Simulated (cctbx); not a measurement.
# Al2Tl2Cd13Cu2: solution and refinement

Cell a = 4.3580 Å, b = 4.3580 Å, c = 21.9450 Å, α = 90.00°, β = 90.00°, γ = 90.00°; space group P4/mmm (no. 123); content Tl2 Cd13 Cu2 Al2.

Simulated single-crystal data (cctbx): synchrotron X-rays, λ = 0.7749 Å, to d = 0.7 Å, 70 % of the full sphere, strongest reflection 20000 counts, noise from counting, a 4 % proportional error and a noise floor of 15 counts (s.d.); no absorption, and some extinction, which the refinements don't model.

Charge flipping in P1 on plain amplitudes to 0.7 Å, δ = 1.1 σ, 20 % of the reflections treated as weak, 200 cycles:

```text
cycle      R  skewness
    0  0.569     0.45
   16  0.511     4.54
   32  0.353     5.21
   48  0.335     5.18
   64  0.335     5.09
   80  0.336     5.20
   96  0.327     5.07
  112  0.333     5.17
  128  0.319     5.16
  144  0.334     5.16
  160  0.319     5.12
  176  0.325     5.05
  192  0.318     5.06
origin shift          correlation  skewness
 0.163  0.071  0.156      0.901      4.51
 0.163  0.571  0.156      0.901      4.39
 0.163  0.073  0.357      0.901      6.41
 0.163  0.573  0.357      0.901      6.29
taken: symmetry correlation 0.901, skewness 6.41
peak      x       y       z  mult  height/sigma
Q1    0.0000  0.0000  0.1025    2     20.6
Q2    0.5000  0.5000  0.1053    2     18.2
Q3    0.0000  0.5000  0.2055    4     13.5
Q4    0.0000  0.5000  0.0000    2     13.4
Q5    0.0000  0.5000  0.4097    4     11.8
Q6    0.5000  0.5000  0.3097    2      9.1
Q7    0.5000  0.5000  0.5000    1      8.7
Q8    0.0000  0.0000  0.3058    2      5.8
Q9    0.0000  0.0000  0.5000    1      5.2
Q10   0.2146  0.2146  0.0000    4      2.3
Q11   0.5000  0.5000  0.2585    2      2.2
Q12   0.1178  0.1178  0.0712    8      2.0
Q13   0.3025  0.3025  0.4489    8      1.8
```

The origin is taken among those within 0.04 of the best correlation, by the skewness of the map.

It took 0.86 s on 1 thread of Arm Neoverse N1 (shared host), peak memory 0.08 GiB.

Q: Assign the peaks.

Heights follow Z only loosely here, so the multiplicities, which must add up to the content, decide. First model: Q1 = Tl1 (2 in the cell, height 20.6), Q2 = Cd1 (2 in the cell, height 18.2), Q3 = Cd2 (4 in the cell, height 13.5), Q4 = Cd3 (2 in the cell, height 13.4), Q5 = Cd4 (4 in the cell, height 11.8), Q6 = Cu1 (2 in the cell, height 9.1), Q7 = Cd5 (1 in the cell, height 8.7) and Q8 = Al1 (2 in the cell, height 5.8). Against the true structure, Q1 is Tl, Q2 is Cd, Q3 is Cd, Q4 is Cd, Q5 is Cd, Q6 is Cu, Q7 is Cd and Q8 is Al; the other peaks are not atoms.

Least squares on F², isotropic:

```text
Rint 0.049, 467 unique reflections to 0.70 A
cycle     R1     wR2    GooF  max shift (A)
   1  0.1886  0.3757   9.016   0.06767
   2  0.0243  0.0444   1.066   0.00000
final R1 0.0243 wR2 0.0444 GooF 1.066  parameters 14  data/parameter 33.4
atom        x        y        z      Ueq    occ   su(xyz)  su(Uiso or U11)
Tl1    0.00000  0.00000  0.10330   0.0020  1.000  0.00003  0.0001
Cd1    0.50000  0.50000  0.10646   0.0032  1.000  0.00005  0.0002
Cd2    0.00000  0.50000  0.20644   0.0035  1.000  0.00002  0.0001
Cd3    0.00000  0.50000  0.00000   0.0032  1.000  0.00000  0.0002
Cd4    0.00000  0.50000  0.40928   0.0050  1.000  0.00003  0.0001
Cu1    0.50000  0.50000  0.31008   0.0043  1.000  0.00009  0.0004
Cd5    0.50000  0.50000  0.50000   0.0033  1.000  0.00000  0.0003
Al1    0.00000  0.00000  0.30888   0.0084  1.000  0.00026  0.0011
difference map: max 3.05 min -5.53 rms 0.58
Q1    0.0000  0.0000  0.4363    2    3.31  2.26 A from Cd4
Q2    0.5000  0.5000  0.1259    2    2.26  0.43 A from Cd1
Q3    0.3450  0.5000  0.1609    8    2.25  1.37 A from Cd1
Q4    0.3121  0.5000  0.2522    8    2.00  1.51 A from Cu1
Q5    0.0000  0.4061  0.0808    8    2.00  1.82 A from Cd3
```

Anisotropic refinement:

```text
Rint 0.049, 467 unique reflections to 0.70 A
cycle     R1     wR2    GooF  max shift (A)
   1  0.0279  0.0494   1.201   0.00068
   2  0.0236  0.0435   1.057   0.00000
final R1 0.0236 wR2 0.0435 GooF 1.057  parameters 25  data/parameter 18.7
atom        x        y        z      Ueq    occ   su(xyz)  su(Uiso or U11)
Tl1    0.00000  0.00000  0.10331   0.0020  1.000  0.00003  0.0002
Cd1    0.50000  0.50000  0.10643   0.0032  1.000  0.00006  0.0003
Cd2    0.00000  0.50000  0.20643   0.0035  1.000  0.00003  0.0005
Cd3    0.00000  0.50000  0.00000   0.0032  1.000  0.00000  0.0009
Cd4    0.00000  0.50000  0.40929   0.0050  1.000  0.00003  0.0005
Cu1    0.50000  0.50000  0.31010   0.0042  1.000  0.00009  0.0006
Cd5    0.50000  0.50000  0.50000   0.0034  1.000  0.00000  0.0004
Al1    0.00000  0.00000  0.30885   0.0097  1.000  0.00026  0.0019
difference map: max 3.73 min -5.30 rms 0.57
Q1    0.0000  0.0000  0.4372    2    3.89  2.26 A from Cd4
Q2    0.2014  0.5000  0.4597    8    2.31  1.41 A from Cd4
Q3    0.5000  0.5000  0.1224    2    2.22  0.35 A from Cd1
Q4    0.2749  0.5000  0.1657    8    1.96  1.49 A from Cd2
Q5    0.2840  0.5000  0.2496    8    1.94  1.56 A from Cd2
Q6    0.3529  0.3529  0.0244    8    1.93  1.75 A from Cd3
```

**Reading.** The refinement ends at R1 = 0.0236, wR2 = 0.0435, GooF = 1.06, with difference density between -5.30 and 3.73 e/Å³. Every site matches the true model in element, within 0.007 Å r.m.s., up to an allowed shift of origin.

True model:

| atom | mult. | x | y | z | Ueq (Å²) |
| --- | --- | --- | --- | --- | --- |
| Tl1 | 2 | 0 | 0 | 0.6033 | 0.0026 |
| Cd1 | 4 | 0 | 1/2 | 0.9093 | 0.0053 |
| Cd2 | 4 | 0 | 1/2 | 0.7064 | 0.0038 |
| Cd3 | 2 | 0 | 1/2 | 1/2 | 0.0034 |
| Cd4 | 2 | 1/2 | 1/2 | 0.6065 | 0.0037 |
| Cd5 | 1 | 1/2 | 1/2 | 0 | 0.0042 |
| Cu1 | 2 | 1/2 | 1/2 | 0.8102 | 0.0050 |
| Al1 | 2 | 0 | 0 | 0.8080 | 0.0054 |

This is a model crystal, built by substitution and not relaxed, with assumed displacement parameters.

[Middle refinement cycles are left out of these outputs.]

[Logs are printed without paths, hosts, clocks, repeated set-up lines and the standing remarks that a program may print on its own settings, such as how far it seeks lower states.]
